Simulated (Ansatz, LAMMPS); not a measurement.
# Relaxing amorphous 79SiO2-21B2O3 (mol %) (96 atoms), part 4 of 4

Wanted: the relaxed structure of amorphous 79SiO2-21B2O3 (mol %) (96 atoms) and its electronic structure.

Ansatz 0.2.0; Kohn-Sham DFT, PBE, PAW (set soft_2), plane waves.

The cell: 22 Si, 12 B and 62 O. The quench rate of 100 K/ps far exceeds what a furnace or splat quench reaches. The network of bonds at the start is that of the classical potential that made the cell. Only the Γ point is sampled in the main run, in a cell whose shortest periodic width is 11 Å.

So far. Step 4 (Cell and atoms relaxed): The relaxation changed the energy by -52.6 meV/atom, and atoms moved by 0.32 Å r.m.s., 0.84 Å at most. Step 7 (K-mesh 2×2×2): Forces differ from those of the single point at the relaxed geometry by 1.9 meV/Å r.m.s.; the energy by -0.15 meV/atom and the gap by -0.032 eV. It took 2.3 min and 9 cycles; the reference's time can't be set against it, since the two runs asked for unlike analyses.

## (8) Functional HSE06

HSE06 mixes in a quarter of exact exchange at short range, which counters self-interaction, at a higher cost.

This step: Kohn-Sham DFT, HSE06, PAW (set soft_2), plane waves (Ansatz 0.2.0).

The input, input.yaml:

```yaml
crystal:
  lattice:
    - [10.55405, 0.12364, -0.37795]
    - [0.12364, 11.11933, -0.2553]
    - [-0.37795, -0.2553, 11.11051]
  atoms:
    [... the 96 atom lines of step 6 ...]
kpoints:
  mp_grid: { grid: [1, 1, 1] }
hamiltonian:
  xc: hse06
scf:
  occupations: { method: fermi_dirac, width: 0.025 }
output:
  forces: true
  stress: true
  populations: true
  dos:
    method: { smearing: { sigma: 0.08 } }
    de: 0.05
    projected: { site_lists: { B: [B], O: [O], Si: [Si] } }
  eigenvalues: true
```

On the command line:

```console
$ ansatz run input.yaml --threads 4 --pin off --max-ram 8192MiB --backend cpu --events-out ev --progress --plain --runs-dir out
```

Numbers of over 12 decimals in the logs are rounded to 6 here.

Log:

```text
Warning: output.stress: scf.convergence.dr2_threshold = 1e-7 eV (the SCF's general default) is looser than the 1.6e-9 eV advised for a printed stress (1e-10 eV for each atom of the cell: 96, of which 16 are counted). What an SCF threshold leaves in a stress goes as its square root, and in the free energy as the threshold itself, and one threshold admits the most on a small cell: [...]
Warning: output.stress: scf.exx.energy_threshold = 1e-6 eV is looser than the 1.6e-7 eV advised for a stress under a hybrid functional (1e-8 eV for each atom of the cell: 96, of which 16 are counted). Every SCF of the exchange loop can meet its threshold on dr2 while the loop round them stops early: [...]
exact exchange: scf.exx.singularity resolves to wigner_seitz, which cuts the screened interaction at the faces of the exchange supercell's Wigner-Seitz cell, so that each pair interacts once, at the shortest of its separations (the periodic images that this leaves out come, [...]
[...]
Crystal: 96 atoms, lattice volume = 1301.440 Å³
Basis set: ecut = 420 eV, 25481 PW (Γ), exchange–correlation on 144×150×150 points (8 copies of the dense FFT grid, shifted against one another)
Bands: 344, of which v1, the nominal top of the filled ones, is band 248 counted from 1 (247 counted from 0)
Symmetry: 1 space group operations
[...]
k-points: 1
[...]
SCF iter   1: F=—  HF=-51135.003085 eV  |F-HF|=—  |Δ(HF+E_count)|=         —  Δρ=2.33e-3  dr2=8.74e-2  ethr=1.77e-3  ⟨swp⟩=13.0  Hψ=1991  notcnv=0
[...]
SCF iter   3: F=-51135.018998 eV  HF=-51135.017150 eV  |F-HF|=1.85e-3  |Δ(HF+E_count)|=   1.68e-3  Δρ=5.99e-4  dr2=2.44e-3  ethr=3.25e-6  ⟨swp⟩=18.0  Hψ=872  notcnv=0
SCF 1 stopped early in 3 iterations: F = -51135.018998 eV  dr2 = 2.44e-3
[...]
Exchange kernel: α = 0.2500, screened, ω = 0.2079 Å⁻¹, Wigner–Seitz truncation, v(0) = 945.0808 eV·Å³, q-mesh 1×1×1, nearest image of the exchange supercell L = 10.56 Å, pair-density grid 54×54×54, without the augmentation charges, whose exchange is taken in its separable form (sized by the pseudopotential files, [...]
Frozen-core exchange: fock
SCF iter   1: F=—  HF=-51140.857780 eV  |F-HF|=—  |Δ(HF+E_count)|=         —  Δρ=7.05e-3  dr2=5.28e-1  ethr=4.91e-6  ⟨swp⟩=12.0  Hψ=1811  notcnv=0
[...]
SCF iter   6: F=—  HF=-51140.833403 eV  |F-HF|=—  |Δ(HF+E_count)|=   1.43e-4  Δρ=6.89e-5  dr2=7.60e-5  ethr=1.01e-7  ⟨swp⟩=3.0  Hψ=810  notcnv=0
SCF iter   7: F=-51140.833390 eV  HF=-51140.833388 eV  |F-HF|=1.91e-6  |Δ(HF+E_count)|=   1.48e-5  Δρ=2.06e-5  dr2=3.11e-5  ethr=9.72e-9  ⟨swp⟩=7.0  Hψ=887  notcnv=0
SCF 2 stopped early in 7 iterations: F = -51140.833390 eV  dr2 = 3.11e-5
  Residual-converged pass: ⟨swp⟩=4.0  Hψ=872  notcnv=0  max |occ|·‖R‖ = 6.1e-6 eV (tolerance 6.7e-6 eV)  dr2=3.12e-5  dr2_onsite=2.63e-7  max |Δocc| = 0.0e0
[...]
hybrid outer 1: dexx = +1.877e-1 eV, tail = 1.78e-4 eV
[...]
Frozen-core exchange: fock
SCF iter   1: F=—  HF=-51140.831184 eV  |F-HF|=—  |Δ(HF+E_count)|=         —  Δρ=3.19e-5  dr2=6.69e-6  ethr=1.79e-7  ⟨swp⟩=15.0  Hψ=1138  notcnv=0
[...]
SCF iter   5: F=-51140.831185 eV  HF=-51140.831185 eV  |F-HF|=3.20e-10  |Δ(HF+E_count)|=   2.69e-9  Δρ=2.28e-7  dr2=1.33e-9  ethr=1.80e-12  ⟨swp⟩=5.0  Hψ=698  notcnv=0  defer=11
SCF 3 converged in 5 iterations: F = -51140.831185 eV  dr2 = 1.33e-9
[...]
hybrid outer 2: dexx = +1.975e-6 eV, tail = 3.19e-8 eV, Δε = 8.44e-4 eV (about 1.15e-5 eV left of the loop's levels), ΔF = 3.50e-3 eV/Å (tail 2.34e-4)
hybrid SCF converged: 2 outer / 12 inner (+3 warm-up), last move |dexx| = 1.97e-6 eV, tail = 3.19e-8 eV
Stability not checked: this state was not tested for a lower state beside it, because the functional holds exact exchange (a hybrid, or Hartree-Fock), whose exchange loop this test does not read (fock_operator; see scf.lower_state_search)
Free energy (F): -51140.831185 eV
Frozen-core exchange: fock
[...]
Internal energy: -51140.831185 eV  (E = F + TS)
E sigma→0 (E₀):  -51140.831185 eV
Fermi energy:    3.611397 eV
[...]
Σ components = -51140.831185   (vs F -51140.831185, Δ=7.28e-12)
--- Forces (eV/Å), atoms counted from 1 ---
  atom   1  Si    -0.01286667    -0.00934308    -0.09555793
  atom   2  Si     0.05115287     0.01253717    -0.02106915
  atom   3  Si    -0.06343303    -0.03067357     0.00810558
  atom   4  Si    -0.01326967    -0.00883921    -0.05273742
[...]
atom  96  O      0.00299568    -0.07821280    -0.08586733
  max |Σ_I F_I| component: 4.54e-4 eV/Å
--- Stress (GPa, compression-positive) ---
       -4.648173      -0.160961      -0.196481
       -0.160950      -4.985221       0.001573
       -0.196484       0.001566      -4.492315
  P = ⅓ Tr σ = -4.7086 GPa (-47.086 kbar)
--- Band table (eV) ---
[...]
--- Löwdin populations: 96 sites ---
  site symbol       q [e]
     0     Si      2.1474
     1     Si      2.1380
     2     Si      2.1460
[...]
95      O      6.8176
  spilling = 0.012751 (of n_electrons = 496.000000)
```

Elapsed: 3.3 min, on 4 threads of Arm Neoverse V2, shared host; peak memory 3.8 GiB; 13 min of CPU time.

The program notes that the exchange threshold is loose for the stress and the SCF threshold is loose for the stress.

Geometry and reference: those of the single point at the relaxed geometry.

Forces differ from those of the single point at the relaxed geometry by 183 meV/Å r.m.s.; the pressure by -4.7 GPa and the gap by +1.8 eV. It took 3.3 min and 15 cycles; the reference's time can't be set against it, since the two runs asked for unlike analyses.

Numbers from this run:

```yaml
free_energy: -51140.8312 eV
free_energy_per_atom: -532.7170 eV/atom
scf_cycles: 15
pressure: -4.709 GPa
r_m_s_force_component: 0.1835 eV/Å
longest_force: 0.6268 eV/Å
fermi_energy: 3.611 eV
spacing_of_highest_filled_and_lowest_empty_level: 7.252 eV
spilling_of_the_projection: 0.01275
```

Length of the force by element:

```tsv
element	coordination	atoms	mean length of the force (eV/Å)	spread	least	most
B	all	12	0.0546	0.0268	0.023	0.110
O	all	62	0.374	0.12	0.103	0.627
Si	all	22	0.0607	0.0178	0.0368	0.0969
```

Löwdin charges by element (they lack the spilled electrons, 0.066 e an atom on average):

```tsv
element	coordination	atoms	mean charge (e)	spread	least	most
B	all	12	0.731	0.0157	0.709	0.754
O	all	62	-0.697	0.113	-0.825	-0.411
Si	all	22	1.85	0.0093	1.84	1.87
```

Charge against the make-up of the first shell:

```tsv
Si neighbours of O	atoms	mean charge (e)
0	3	-0.423
1	30	-0.616
2	29	-0.81
```

Density of states as counts of states in windows of 1 eV (from the Fermi level), total and the larger projections:

```tsv
from (eV)	to (eV)	total	O p	Si p
-10	-9	44.9	33.6	6.4
-9	-8	16.7	12.9	2.4
-8	-7	27.9	21.7	1.5
-7	-6	52.9	46.0	2.6
-6	-5	73.7	68.6	1.8
-5	-4	75.6	72.8	0.8
-4	-3	14.4	14.1	0.1
-3	3	0.0	0.0	0.0
3	4	2.0	0.1	0.0
4	5	0.2	0.0	0.0
```

Between -25 and -10 eV lie 190 more states.

The levels nearest the highest filled one (over half full), pooled over k-points and spins:

```tsv
level less the highest filled one (eV)	occupation
-0.310	2
-0.242	2
-0.231	2
-0.0892	2
-0.0267	2
0	2
7.25	0
8.73	0
8.77	0
8.80	0
8.87	0
8.94	0
```

## (9) Functional r2SCAN (500 eV)

The meta-GGA r2SCAN uses the kinetic energy density as well as the density and its gradient. Besides, the cutoff goes from 420 to 500 eV.

This step: Kohn-Sham DFT, r2SCAN, PAW (set soft_2), plane waves (Ansatz 0.2.0).

Edit input.yaml of step 8 so:

```diff
@@ -10,3 +10,3 @@
 hamiltonian:
-  xc: hse06
+  xc: r2scan
 scf:
```

Log:

```text
[...]
Crystal: 96 atoms, lattice volume = 1301.440 Å³
Basis set: ecut = 500 eV, 33011 PW (Γ), exchange–correlation on 320×360×360 points (64 copies of the dense FFT grid, shifted against one another)
Bands: 344, of which v1, the nominal top of the filled ones, is band 248 counted from 1 (247 counted from 0)
Symmetry: 1 space group operations
[...]
k-points: 1
[...]
SCF iter   1: F=—  HF=-51294.097344 eV  |F-HF|=—  |Δ(HF+E_count)|=         —  Δρ=7.63e-3  dr2=7.73e-1  dr2_τ=9.09e0  ethr=1.77e-3  ⟨swp⟩=7.0  Hψ=1718  notcnv=0  defer=65
[...]
SCF iter   8: F=—  HF=-51296.816486 eV  |F-HF|=—  |Δ(HF+E_count)|=   2.48e-6  Δρ=6.58e-6  dr2=4.87e-7  dr2_τ=5.64e-8  ethr=4.29e-10  ⟨swp⟩=2.0  Hψ=504  notcnv=0  defer=88
SCF iter   9: F=-51296.816486 eV  HF=-51296.816486 eV  |F-HF|=5.74e-8  |Δ(HF+E_count)|=   1.73e-7  Δρ=1.06e-6  dr2=2.15e-8  dr2_τ=1.36e-9  ethr=2.02e-11  ⟨swp⟩=16.0  Hψ=2109  notcnv=0
SCF 1 converged in 9 iterations: F = -51296.816486 eV  dr2 = 2.15e-8
[...]
SCF converged after 9 iterations
Free energy (F): -51296.816486 eV
[...]
Internal energy: -51296.816486 eV  (E = F + TS)
E sigma→0 (E₀):  -51296.816486 eV
Fermi energy:    3.933870 eV
[...]
Σ components = -51296.816486   (vs F -51296.816486, Δ=0.00e0)
--- Forces (eV/Å), atoms counted from 1 ---
  atom   1  Si    -0.02716471    -0.02123484    -0.07871809
  atom   2  Si     0.04176341     0.03361086    -0.02186256
  atom   3  Si    -0.04812133    -0.01217495    -0.00598291
  atom   4  Si    -0.00567102    -0.02166188    -0.04717607
[...]
atom  96  O     -0.00142459    -0.07292250    -0.07899231
  max |Σ_I F_I| component: 1.45e-4 eV/Å
--- Stress (GPa, compression-positive) ---
       -4.458654      -0.083319      -0.155099
       -0.083314      -4.671349      -0.004438
       -0.155101      -0.004440      -4.390995
  P = ⅓ Tr σ = -4.5070 GPa (-45.070 kbar)
--- Band table (eV) ---
[...]
--- Löwdin populations: 96 sites ---
  site symbol       q [e]
     0     Si      2.1433
     1     Si      2.1346
     2     Si      2.1417
[...]
95      O      6.8208
  spilling = 0.012522 (of n_electrons = 496.000000)
```

It took 41 s on 4 threads; peak memory 3.6 GiB.

Geometry and reference: those of the single point at the relaxed geometry.

Forces differ from those of the single point at the relaxed geometry by 149 meV/Å r.m.s.; the pressure by -4.5 GPa and the gap by +0.65 eV. It took 41 s and 9 cycles; the reference's time can't be set against it, since the two runs asked for unlike analyses.

## (10) Functional PBEsol

PBEsol restores the gradient expansion of exchange for slowly varying densities and usually gives shorter bonds in solids than PBE.

This step: Kohn-Sham DFT, PBEsol, PAW (set soft_2), plane waves (Ansatz 0.2.0).

Edit input.yaml of step 9 so:

```diff
@@ -10,3 +10,3 @@
 hamiltonian:
-  xc: r2scan
+  xc: pbesol
 scf:
```

Log:

```text
[...]
Crystal: 96 atoms, lattice volume = 1301.440 Å³
Basis set: ecut = 420 eV, 25481 PW (Γ), exchange–correlation on 144×150×150 points (8 copies of the dense FFT grid, shifted against one another)
Bands: 344, of which v1, the nominal top of the filled ones, is band 248 counted from 1 (247 counted from 0)
Symmetry: 1 space group operations
[...]
k-points: 1
[...]
SCF iter   1: F=—  HF=-50373.288316 eV  |F-HF|=—  |Δ(HF+E_count)|=         —  Δρ=1.15e-2  dr2=1.36e0  ethr=1.77e-3  ⟨swp⟩=7.0  Hψ=1725  notcnv=0  defer=62
[...]
SCF iter   8: F=—  HF=-50372.893678 eV  |F-HF|=—  |Δ(HF+E_count)|=   9.33e-7  Δρ=6.03e-6  dr2=4.22e-7  ethr=4.49e-10  ⟨swp⟩=2.0  Hψ=500  notcnv=0  defer=92
SCF iter   9: F=-50372.893678 eV  HF=-50372.893678 eV  |F-HF|=4.80e-8  |Δ(HF+E_count)|=   2.69e-7  Δρ=1.27e-6  dr2=3.04e-8  ethr=2.02e-11  ⟨swp⟩=14.0  Hψ=2109  notcnv=0
SCF 1 converged in 9 iterations: F = -50372.893678 eV  dr2 = 3.04e-8
[...]
SCF converged after 9 iterations
Free energy (F): -50372.893678 eV
[...]
Internal energy: -50372.893678 eV  (E = F + TS)
E sigma→0 (E₀):  -50372.893678 eV
Fermi energy:    3.952120 eV
[...]
Σ components = -50372.893678   (vs F -50372.893678, Δ=0.00e0)
--- Forces (eV/Å), atoms counted from 1 ---
  atom   1  Si     0.05365947     0.01172449     0.00984165
  atom   2  Si     0.01562606     0.01284827    -0.01480809
  atom   3  Si    -0.03491204     0.02130023     0.01946978
  atom   4  Si     0.01044499     0.03674813     0.00394920
[...]
atom  96  O     -0.00257710    -0.02251030    -0.02883790
  max |Σ_I F_I| component: 5.01e-5 eV/Å
--- Stress (GPa, compression-positive) ---
       -2.347256      -0.015322      -0.065591
       -0.015316      -2.533333      -0.012622
       -0.065594      -0.012626      -2.332414
  P = ⅓ Tr σ = -2.4043 GPa (-24.043 kbar)
--- Band table (eV) ---
[...]
--- Löwdin populations: 96 sites ---
  site symbol       q [e]
     0     Si      2.2374
     1     Si      2.2284
     2     Si      2.2351
[...]
95      O      6.7721
  spilling = 0.012686 (of n_electrons = 496.000000)
```

Run time: 15 s. Hardware: 4 threads; peak memory 1.5 GiB.

Geometry and reference: those of the single point at the relaxed geometry.

Forces differ from those of the single point at the relaxed geometry by 59 meV/Å r.m.s.; the pressure by -2.4 GPa and the gap by -0.050 eV.

## (11) The ladder side by side

Each row is set against the single point at the relaxed geometry (Kohn-Sham DFT, PBE, PAW (set soft_2), plane waves; r.m.s. force component 0.00317 eV/Å). Energies are set beside the reference only for runs with its functional, potentials and electron count. Times are for 4 threads of Arm Neoverse V2, shared host. The reference's time includes grids, which some other runs skip.

```tsv
run	Δ force, r.m.s. (meV/Å)	Δ energy (meV/atom)	Δ pressure (GPa)	Δ gap (eV)	cycles	time	host memory (GiB)
reference	-	-	-	-	9	18 s	1.5
k-mesh 2×2×2	1.87	-0.146	-0.0017	-0.0318	9	2.3 min	5.7
functional HSE06	183	-	-4.70	1.83	15	3.3 min	3.8
functional r2SCAN (500 eV)	149	-	-4.50	0.651	9	41 s	3.6
functional PBEsol	58.8	-	-2.39	-0.0497	9	15 s	1.5
```

## (12) Results

```json
{"energy change in the relaxation": "-52.64 meV/atom", "r.m.s. displacement": "0.32 Å", "largest displacement": "0.841 Å", "free energy per atom": "-532.6561 eV/atom", "pressure": "-0.01202 GPa", "r.m.s. force component": "0.00317 eV/Å", "gap (highest filled to lowest empty level)": "5.421 eV", "wall time of the 7 DFT runs": "11 min"}
```

What this shows: Relaxation lowers the energy by 52.6 meV/atom and moves atoms by 0.32 Å r.m.s.; the r.m.s. force component goes from 0.58 to 0.0032 eV/Å. Displacements are taken in the final cell, so they leave out its strain. By the final cutoffs 1 of 125 bonded pairs parted and 0 joined. The cell shrank by 5.5 % in volume. First to last step the energy falls by 5.053 eV, across changes of basis; the largest move, 0.84 Å, is that of O82. The O-B bonds change most in mean length: from 1.403 Å (spread 0.028) to 1.373 Å (spread 0.010), and their number from 37 to 36. With the cutoffs above, all B atoms have 3, all O atoms have 2 and all Si atoms have 4 bonded neighbours. 100 % of the oxygens bridge two formers (Si and B) and 0 % are non-bridging. The highest filled and lowest empty levels differ by 5.42 eV (at Γ alone); a semilocal functional tends to put such gaps too low. In a disordered cell it changes from sample to sample, and tail or defect levels can set it.

Among the changes of functional, dispersion, potentials or spin, functional HSE06 moves the forces most, by 183 meV/Å r.m.s. The gap changes by +1.83 eV with HSE06.

**Limits.** The starting topology of bonds comes from the classical model; in DFT 1 of its 125 bonded pairs passed out of the cutoffs and 0 came within them.

[Logs are printed without paths, hosts, clocks, repeated set-up lines and the standing remarks that a program may print on its own settings, such as how far it seeks lower states.]

[Hosts, paths, dates, database ids (printed as entryN), source tags and the programs' standing remarks are cut or masked in the printed files.]
